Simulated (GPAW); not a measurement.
# TiTe2: optical spectrum from first principles, part 2 of 2

Aim: the dielectric function of TiTe2, and the optical constants that follow from it.

GPAW 26.7.0; DFT, PBE, plane-wave PAW (GPAW data sets), scalar-relativistic, RPA, optical limit.

So far. Step 2 (Ground state): There are states at the Fermi level within the smearing, so the occupations stay smeared and the carriers get a Drude term.

## Step 4: Dielectric function, RPA

Local fields let the induced charge screen the field inside the cell, which as a rule lowers ε, most along directions where the density is uneven.

This step: DFT, PBE, plane-wave PAW (GPAW data sets), scalar-relativistic, RPA, optical limit (GPAW 26.7.0).

Contents of df.py:

```python
from gpaw.response.df import DielectricFunction

df = DielectricFunction('full.gpw', frequencies={'type': 'nonlinear', 'domega0': 0.03, 'omega2': 8},
                        ecut=50,
                        eta=0.15,
                        nbands=31,
                        rate=0.05,
                        txt='df.txt')
for direction in ['x', 'z']:
    df.get_dielectric_function(xc='RPA', direction=direction, filename=f'df_{direction}.csv')
```

On the command line:

```sh
OMP_NUM_THREADS=1 python df.py
```

Numbers of over 12 decimals in the logs are rounded to 6 here.

What it wrote:

```text
Using integrator: PointIntegrator
NonLinearFrequencyDescriptor(from 0.000 to 75.033 eV, 513 points)
Nonperiodic BCs:  [False False False]
Using integrator: PointIntegrator
NonLinearFrequencyDescriptor(from 0.000 to 75.033 eV, 513 points)
Nonperiodic BCs:  [False False False]
Using integrator: PointIntegrator

Calculating chi0 body with:
    Ground state adapter containing:
    Number of spins: 1
    Number of kpoints: 1568
    Number of irreducible kpoints: 168
    Number of completely occupied states: 9
    Number of partially occupied states: 13

    Linear response parametrization:
    q_c: [0.0, 0.0, 0.0]
    Number of frequency points: 513
    Planewave cutoff: 50.0
    Number of bands: 31
    Number of planewaves: 67
    Broadening (eta): 0.15

Integrating chi0 body.

Symmetries of q_c:
    Direct symmetries (Uq -> q): 12
    Indirect symmetries (TUq -> q): 0
In total 12 allowed symmetries.

168 groups of equivalent kpoints. 89.285714% reduction.

Integral kind: spectral function

Calculating chi0 optical extensions with:
    Ground state adapter containing:
    Number of spins: 1
    Number of kpoints: 1568
    Number of irreducible kpoints: 168
    Number of completely occupied states: 9
    Number of partially occupied states: 13

    Linear response parametrization:
    Number of frequency points: 513
    Planewave cutoff: 50.0
    Number of bands: 31
    Number of planewaves: 67
    Broadening (eta): 0.15
Integrating chi0 head and wings.

Symmetries of q_c:
    Direct symmetries (Uq -> q): 12
    Indirect symmetries (TUq -> q): 0
In total 12 allowed symmetries.

168 groups of equivalent kpoints. 89.285714% reduction.

Integral kind: spectral function wings

Calculating drude chi0 with:
    Number of frequency points:513
    Plasma frequency decay rate: 0.05 eV

    Ground state adapter containing:
    Number of spins: 1
    Number of kpoints: 1568
    Number of irreducible kpoints: 168
    Number of completely occupied states: 9
    Number of partially occupied states: 13

Symmetries of q_c:
    Direct symmetries (Uq -> q): 12
    Indirect symmetries (TUq -> q): 0
In total 12 allowed symmetries.

168 groups of equivalent kpoints. 89.285714% reduction.

Integral kind: intraband
Plasma frequency:
[[3.35+0.j 0.  -0.j 0.  +0.j]
 [0.  -0.j 3.35+0.j 0.  +0.j]
 [0.  +0.j 0.  -0.j 2.44-0.j]]
```

Run time: 26 s. Hardware: 1 thread of Arm Neoverse V2, shared host; peak memory 0.35 GiB.

The Im ε has structure finer than the step of the table below, so its rows give means over 0.5 eV, whole bins alone (the curve runs from 0.305 to 15.7 eV). Peaks (eV: height): E ∥ x 0.75: 37.9; E ∥ z 2.74: 8.72, 3.76: 8.62, 6.82: 6.60.

Sum at mesh points, not converged in k. The Im ε by photon energy; means over each step:

```csv
photon energy (eV),E ∥ x,E ∥ z
1.0,30.8,8.48
1.5,14.8,7.75
2.0,11.2,7.67
2.5,9.78,8.09
3.0,9.51,7.90
3.5,8.88,7.88
4.0,8.55,8.33
4.5,7.32,7.79
5.0,5.58,6.21
5.5,4.28,5.90
6.0,3.45,5.01
6.5,3.89,5.63
7.0,5.04,6.46
7.5,5.79,5.88
8.0,4.92,4.74
8.5,3.63,3.84
9.0,3.36,3.32
9.5,2.70,2.92
10.0,2.19,2.44
10.5,1.88,2.20
11.0,1.64,2.00
11.5,1.49,1.93
12.0,1.48,1.78
12.5,1.28,1.48
13.0,1.11,1.27
13.5,1.09,1.19
14.0,1.01,1.02
14.5,0.986,0.979
15.0,0.975,0.946
```

Values under 1 per cm are given as 1; sum at mesh points, not converged in k. Table of absorption coefficient by photon energy:

```
photon energy (eV)  E ∥ x (1/cm)  E ∥ z (1/cm)
             0.492         2.3e5         1.9e5
             1.010         4.2e5         1.5e5
             1.486         4.5e5         2.0e5
             1.985         4.5e5         2.6e5
             2.508         5.0e5         3.5e5
             3.018         6.2e5         4.5e5
             3.510         6.9e5         5.2e5
             3.980         8.3e5         6.9e5
             4.516         9.5e5         8.2e5
             4.981         9.4e5         7.9e5
             5.515         9.1e5         8.7e5
             6.021         7.8e5         8.6e5
             6.494         7.8e5         9.1e5
             6.985         9.8e5         1.2e6
             7.496         1.3e6         1.4e6
             8.026         1.5e6         1.5e6
             8.516         1.4e6         1.5e6
             9.023         1.5e6         1.4e6
             9.483         1.5e6         1.5e6
            10.026         1.4e6         1.4e6
            10.519         1.4e6         1.4e6
            11.029         1.3e6         1.4e6
            11.479         1.3e6         1.4e6
            12.023         1.3e6         1.5e6
            12.504         1.3e6         1.4e6
            13.000         1.3e6         1.4e6
            13.512         1.2e6         1.4e6
            14.040         1.2e6         1.3e6
            14.493         1.2e6         1.3e6
            14.960         1.3e6         1.3e6
            15.536         1.3e6         1.2e6
```

Sum at mesh points, not converged in k. The Im ε, E ∥ x by photon energy; read off at these points:

```
photon energy (eV)  without local fields  with local fields
              0.50                  33.7               33.1
              0.72                  38.7               37.9
              1.00                  31.1               30.9
              1.50                  13.9               14.0
              2.00                  11.2               10.9
              2.50                  9.80               9.37
              3.00                  10.2               9.53
              3.50                  9.70               8.88
              4.00                  8.87               8.54
              4.50                  7.35               7.27
              5.00                  5.60               5.52
              5.50                  4.33               4.25
              6.00                  3.63               3.50
              6.50                  4.40               3.88
              7.00                  5.83               4.98
              7.50                  6.93               5.90
              8.00                  5.64               4.87
              8.50                  4.20               3.53
              9.00                  4.10               3.45
              9.50                  3.15               2.71
             10.00                  2.50               2.21
             10.50                  2.10               1.87
             11.00                  1.81               1.62
             11.50                  1.65               1.48
             12.00                  1.62               1.51
             12.50                  1.29               1.28
             13.00                  1.12               1.11
             13.50                 0.975               1.09
             14.00                 0.690               1.01
             14.50                 0.623              0.985
             15.00                 0.515              0.984
             15.50                 0.403              0.804
```

Sum at mesh points, not converged in k. The loss function −Im 1/ε at q → 0 by energy loss; read off at these points:

```csv
energy loss (eV),E ∥ x,E ∥ z
0.50,0.0288,0.0448
1.00,0.0321,0.0864
1.50,0.0679,0.0725
2.00,0.0911,0.0723
2.50,0.104,0.0760
3.00,0.103,0.0970
3.50,0.109,0.0918
4.00,0.117,0.105
4.50,0.133,0.122
5.00,0.172,0.159
5.50,0.222,0.164
5.87,0.290,0.188
6.00,0.285,0.197
6.50,0.233,0.157
7.00,0.188,0.157
7.50,0.169,0.165
8.00,0.186,0.189
8.50,0.241,0.220
9.00,0.242,0.267
9.50,0.266,0.279
10.00,0.322,0.335
10.50,0.384,0.371
11.00,0.450,0.425
11.50,0.525,0.440
12.00,0.538,0.449
12.50,0.600,0.496
13.00,0.707,0.602
13.50,0.802,0.646
14.00,0.843,0.775
14.50,0.917,0.866
15.00,0.886,0.834
15.50,0.990,1.02
```

The reflectivity at normal incidence has structure finer than the step of the table below, so its rows give means over 0.5 eV, whole bins alone (the curve runs from 0.305 to 15.7 eV). Peaks (eV: height): E ∥ x 9.55: 41.6; E ∥ z 4.61: 34.8, 8.15: 39.7, 8.64: 39.2, 9.48: 38.2, 12.50: 35.9, 13.77: 34.1, 15.25: 34.4.

Sum at mesh points, not converged in k. Table of reflectivity at normal incidence by photon energy; means over each step:

```csv
photon energy (eV),E ∥ x (%),E ∥ z (%)
1.0,62.6,33.8
1.5,53.5,31.7
2.0,43.0,31.6
2.5,38.9,32.3
3.0,38.7,31.8
3.5,37.6,31.8
4.0,39.4,33.8
4.5,40.9,34.5
5.0,38.5,30.9
5.5,34.8,30.2
6.0,24.9,27.2
6.5,21.8,27.3
7.0,26.6,33.3
7.5,33.6,37.4
8.0,39.5,38.8
8.5,38.6,37.9
9.0,38.4,35.6
9.5,40.9,37.4
10.0,39.8,35.8
10.5,38.1,34.1
11.0,36.5,32.1
11.5,33.4,31.7
12.0,32.1,33.3
12.5,33.4,35.5
13.0,31.8,33.5
13.5,28.4,32.7
14.0,28.5,32.3
14.5,26.4,29.8
15.0,27.9,31.2
```

At chosen wavelengths:

```
wavelength (nm)   n x    k x  R (%) x  1/α x   n z    k z  R (%) z  1/α z
           1550  4.34  4.267     62.8  29 nm  2.37  1.950     37.5  63 nm
           1064  3.18  4.104     63.0  21 nm  2.83  1.496     33.1  57 nm
            800  2.37  2.841     51.2  22 nm  2.92  1.362     32.2  47 nm
            633  2.41  2.289     42.8  22 nm  2.91  1.282     31.2  39 nm
            450  2.47  2.018     38.7  18 nm  2.80  1.557     33.6  23 nm
            365  2.26  1.906     36.6  15 nm  2.62  1.426     30.8  20 nm
            248  1.49  1.857     38.3  11 nm  1.93  1.558     29.9  13 nm
```

A polished face would reflect 36 % of daylight and look grey (CIE x = 0.316, y = 0.331 under D65).

## Step 5: Results

**Reading.** At this level (PBE, RPA) TiTe2 is a metal. The mesh is too coarse to trust the carriers' weight, the reflectivity or the colour to better than tens of per cent. A polished face would reflect 36 % of daylight and look grey (CIE x = 0.316, y = 0.331 under D65). The carriers' damping of 0.05 eV is typed, not computed; it shapes the response at the lowest energies. Spin-orbit coupling is left out although heavy atoms are present. The curves end at 16 eV, about where the summed bands run out. In this version of GPAW the matrix elements of the optical limit are incomplete, which can lower ε − 1 by up to a tenth where first-row anions or d states rule, and shift it by more in d metals. GPAW's carrier term has the form −ωp²/(ω + i·rate)², which damps like twice the rate and fails at low energy, so the curves leave the lowest energies out. The sum runs over mesh points 0.14 Å⁻¹ apart with no interpolation, so peaks are partly noise of the mesh, and the Drude plasma energy, a sum over the Fermi surface, isn't converged.

[Machine, clock and banner lines and Python warnings are left out of the logs.]

[Logs are printed without paths, hosts, clocks, repeated set-up lines and the standing remarks that a program may print on its own settings, such as how far it seeks lower states.]

[Hosts, paths, dates, database ids (printed as entryN), source tags and the programs' standing remarks are cut or masked in the printed files.]
